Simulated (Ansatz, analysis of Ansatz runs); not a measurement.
# Interstitial H in hcp Mg, hop from a tetrahedral to the next octahedral site: migration barrier against experiment, part 3 of 3

How near does this set-up come to the measured migration barrier? Subject: interstitial H in hcp Mg, hop from a tetrahedral to the next octahedral site. Set-up: PBE, 36-site cell, PBE lattice, 420 eV, k: 3x3x3 Gamma-centred, zero-point energy of the moving atom added. The model is a cell of 36 host atoms with 1 H put in. The barrier is the energy of the highest image of a climbing band over the relaxed site that the atom leaves.

Ansatz 0.2.0; PBE, 36-site cell, PBE lattice, 420 eV, k: 3x3x3 Gamma-centred, zero-point energy of the moving atom added.

So far, barrier forward (eV): step 3 (nudged elastic band) 0.214.

### Step 4. Vibrations of the moving atom at the low point

A light atom carries zero-point energy, which differs between site and saddle; its three modes are computed at both, leaving out the unstable one.

This step: plane-wave PAW DFT, PBE; finite-displacement force constants of the moving atom alone.

Input file modes_low/input.yaml:

```yaml
crystal:
  lattice:
    - [9.5529461, 0.0, 0.0]
    - [-4.77647305, 8.27309401, 0.0]
    - [0.0, 0.0, 10.43893809]
  atoms:
    - { symbol: Mg, position: [0.111797469, 0.222636944, 0.125786093] }
    - { symbol: Mg, position: [0.221890704, 0.110448074, 0.376185103] }
    - { symbol: Mg, position: [0.111002348, 0.221847132, 0.625994086] }
[... 2 atom lines left out ...]
    - { symbol: Mg, position: [0.214727314, 0.44069699, 0.372963139] }
    - { symbol: Mg, position: [0.111002348, 0.555821883, 0.625994086] }
[... 2 atom lines left out ...]
    - { symbol: Mg, position: [0.221890704, 0.778109296, 0.376185103] }
[... 6 atom lines left out ...]
    - { symbol: Mg, position: [0.444444444, 0.555555556, 0.118064944] }
    - { symbol: Mg, position: [0.55930301, 0.44069699, 0.372963139] }
    - { symbol: Mg, position: [0.444444444, 0.555555556, 0.625872334] }
[... 2 atom lines left out ...]
    - { symbol: Mg, position: [0.55930301, 0.785272686, 0.372963139] }
    - { symbol: Mg, position: [0.444178117, 0.888997652, 0.625994086] }
[... 10 atom lines left out ...]
    - { symbol: Mg, position: [0.889551926, 0.778109296, 0.376185103] }
[... 2 atom lines left out ...]
    - { symbol: H, position: [0.444444444, 0.555555556, 0.430656376] }
basis:
  ecutwfc: 420
  xc_grid: 2
hamiltonian:
  xc: pbe
kpoints:
  mp_grid: { grid: [3, 3, 3] }
scf:
  occupations: { method: methfessel_paxton, width: 0.1 }
  max_iter: 120
output: {}
phonons:
  supercell: [1, 1, 1]
  displaced_sites: [36]
  amplitude: 0.03
```

Launch:

```console
ansatz run input.yaml --threads 4 --pin off --max-ram 14131MiB --backend cpu --events-out ev --progress --plain --runs-dir out
```

Numbers of over 12 decimals in the logs are rounded to 6 here.

What it wrote:

```text
[...]
Crystal: 37 atoms, lattice volume = 825.015 Å³
Basis set: ecut = 420 eV, 16139 PW (Γ), exchange–correlation on 128×128×144 points (8 copies of the dense FFT grid, shifted against one another)
Bands: 218, of which v1, the nominal top of the filled ones, is band 181 counted from 1 (180 counted from 0)
Symmetry: 6 space group operations
k-points: 7 of 27 (time reversal used)
[...]
SCF iter   1: F=—  HF=-69272.510723 eV  |F-HF|=—  |Δ(HF+E_count)|=         —  Δρ=9.33e-4  dr2=2.03e-2  ethr=1.77e-3  ⟨swp⟩=9.9  Hψ=7020  notcnv=0  defer=7
[...]
SCF iter   9: F=-69272.512364 eV  HF=-69272.512364 eV  |F-HF|=7.28e-11  |Δ(HF+E_count)|=  8.73e-11  S|Δr|=    0.00e0  Δρ=9.78e-8  dr2=1.19e-10  ethr=1.00e-12  ⟨swp⟩=10.7  Hψ=6724  notcnv=0
SCF 1 converged in 9 iterations: F = -69272.512364 eV  dr2 = 1.19e-10
[...]
Symmetry: 2 space group operations
k-points: 10 of 27 (time reversal used)
[...]
[... further k-points left out ...]
--- Phonons: 2 displaced members + reference (amplitude 0.03 Å, Σ member SCF iterations 14) ---
  symmetry images taken by strict's conditions (phonons.symmetry_images: auto; settled by no image being taken that strict refuses)
  force constants formed among 1 of 37 sites (H 36); the other 36 at rest. The modes move the named sites alone.
  the frequencies, the zero-point energy and the sums are of the block with the acoustic sum rule laid on its rows. Row sums over every site: 2.4e-5 eV/Å² at the most
  transpose residual: 3.0e-17 eV/Å²
  largest component of a force at the reference: 8.8e-3 eV/Å on a named site, 1.8e-2 eV/Å on a site at rest
  frequencies among the named sites at Γ of the cell (cm⁻¹): 723.18 860.60 860.60
  unstable modes among the named sites: 0
  frequencies as built, with no sum rule (cm⁻¹): 723.18 860.61 860.61
  zero-point energy: 0.151533 eV/cell   skipped modes (ω ≤ 0): 0
  not written: the harmonic force-constant file, the file of eigenvectors (these modes' are written with the force constants), the density of states and the dispersion, which are of every site
[key lines of the parts left out:]
SCF converged after 9 iterations
Free energy (F): -69272.512364 eV
Fermi energy:    5.530221 eV
```

Elapsed: 5.3 min, on 4 threads of Arm Neoverse V1, shared host; peak memory 3.9 GiB.

Read from the output:

```
free energy                : -69272.5124 eV
smearing term TS           : -0.02272 eV
frequencies of moving atom : 723.2, 860.6, 860.6 cm⁻¹ (negative: imaginary)
```

### Step 5. Vibrations of the moving atom at the top point

This step: plane-wave PAW DFT, PBE; finite-displacement force constants of the moving atom alone.

Input file modes_top/input.yaml:

```yaml
crystal:
  lattice:
    - [9.5529461, 0.0, 0.0]
    - [-4.77647305, 8.27309401, 0.0]
    - [0.0, 0.0, 10.43893809]
  atoms:
    - { symbol: Mg, position: [0.112248637, 0.222886568, 0.125524017] }
    - { symbol: Mg, position: [0.220546374, 0.107930346, 0.374582063] }
[... 3 atom lines left out ...]
    - { symbol: Mg, position: [0.216445439, 0.443386673, 0.371341286] }
    - { symbol: Mg, position: [0.10986449, 0.554929348, 0.625975339] }
[... 2 atom lines left out ...]
    - { symbol: Mg, position: [0.221907609, 0.775904788, 0.375568594] }
[... 6 atom lines left out ...]
    - { symbol: Mg, position: [0.444981283, 0.556776636, 0.123033672] }
    - { symbol: Mg, position: [0.561438196, 0.443732285, 0.369840511] }
    - { symbol: Mg, position: [0.446046581, 0.5600335, 0.632303226] }
[... 2 atom lines left out ...]
    - { symbol: Mg, position: [0.558294846, 0.78329548, 0.373808] }
    - { symbol: Mg, position: [0.44377468, 0.887654075, 0.625170973] }
[... 7 atom lines left out ...]
    - { symbol: Mg, position: [0.778696465, 0.555291406, 0.62601662] }
[... 2 atom lines left out ...]
    - { symbol: Mg, position: [0.887661555, 0.776220966, 0.375532127] }
    - { symbol: Mg, position: [0.776753489, 0.887345118, 0.625207349] }
[... 1 atom line left out ...]
    - { symbol: H, position: [0.392977813, 0.449073936, 0.468782856] }
basis:
  ecutwfc: 420
  xc_grid: 2
hamiltonian:
  xc: pbe
kpoints:
  mp_grid: { grid: [3, 3, 3] }
scf:
  occupations: { method: methfessel_paxton, width: 0.1 }
  max_iter: 120
output: {}
phonons:
  supercell: [1, 1, 1]
  displaced_sites: [36]
  amplitude: 0.03
```

What it wrote:

```text
[...]
Crystal: 37 atoms, lattice volume = 825.015 Å³
Basis set: ecut = 420 eV, 16139 PW (Γ), exchange–correlation on 128×128×144 points (8 copies of the dense FFT grid, shifted against one another)
Bands: 218, of which v1, the nominal top of the filled ones, is band 181 counted from 1 (180 counted from 0)
Symmetry: 1 space group operations
k-points: 14 of 27 (time reversal used)
[...]
SCF iter   1: F=—  HF=-69272.295919 eV  |F-HF|=—  |Δ(HF+E_count)|=         —  Δρ=8.98e-4  dr2=1.40e-2  ethr=1.77e-3  ⟨swp⟩=10.3  Hψ=13363  notcnv=0  defer=32
[...]
SCF iter   9: F=-69272.298059 eV  HF=-69272.298059 eV  |F-HF|=1.60e-10  |Δ(HF+E_count)|=  3.64e-10  S|Δr|=    0.00e0  Δρ=1.51e-7  dr2=3.15e-10  ethr=1.00e-12  ⟨swp⟩=9.7  Hψ=13290  notcnv=0
SCF 1 converged in 9 iterations: F = -69272.298059 eV  dr2 = 3.15e-10
[...]
atom  17  Mg     0.00085013     0.00012624    -0.00597623
  atom  18  Mg    -0.00091701     0.00002112     0.01443640
  atom  19  Mg     0.00949897    -0.00931921    -0.01169099
  [... 2 atoms left out ...]
  atom  22  Mg     0.00080420     0.01006796    -0.00106811
  atom  23  Mg    -0.00037744    -0.00184194     0.00030958
  [... 10 atoms left out ...]
  atom  34  Mg     0.00005716    -0.00046367    -0.00096918
  atom  35  Mg    -0.00012735    -0.00115029     0.00005650
  [... 1 atom left out ...]
  atom  37  H     -0.02398879     0.00406248    -0.01063849
  max |Σ_I F_I| component: 1.53e-6 eV/Å
--- Band table (eV; the first three rows and the last of 14) ---
[...]
[... further k-points left out ...]
[...]
transpose residual: 1.9e-3 eV/Å²
[...]
frequencies among the named sites at Γ of the cell (cm⁻¹): -379.93 958.57 1002.77
  unstable modes among the named sites: 1
  frequencies as built, with no sum rule (cm⁻¹): -379.94 958.58 1002.77
  zero-point energy: 0.121588 eV/cell   skipped modes (ω ≤ 0): 1, of them read as no rigid motion or as one in doubt: 1 (1.000e0 modes/cell left out, lowest -379.93 cm⁻¹)
[...]
[key lines of the parts left out:]
SCF converged after 9 iterations
Free energy (F): -69272.298059 eV
Fermi energy:    5.523371 eV
```

Wall time 21 min (4 threads); peak memory 4.6 GiB; 84 min of CPU time.

This step gave:

* free energy: -69272.2981 eV
* smearing term TS: -0.02210 eV
* frequencies of moving atom: -379.9, 958.6, 1003 cm⁻¹ (negative: imaginary)

### Step 6. What came out

- migration barrier (saddle less minimum): 0.18 eV
- energy difference of the two ends: 0.12 eV
- length of the hop: 1.98 Å
- change of the moving atom's zero-point energy, saddle less site: -0.03 eV
- time of the whole chain: 53 min on 4 threads

**Reading.** Migration barrier: computed 0.18 eV, measured 0.25 eV; 0.07 eV below the measurement. Zero-point energy changes the barrier by -0.03 eV. The measured number is an Arrhenius activation energy of long-range diffusion; for H it holds zero-point energy, and trapping at vacancies and dislocations can raise it. One hop between neighbouring sites is computed at the host's lattice.

[Logs are printed without paths, hosts, clocks, repeated set-up lines and the standing remarks that a program may print on its own settings, such as how far it seeks lower states.]

[Hosts, paths, dates, database ids (printed as entryN), source tags and the programs' standing remarks are cut or masked in the printed files.]

[For some hosts the program warned that the k-mesh of the response run may be too coarse for force constants and the static dielectric constant; such warnings are not shown here.]
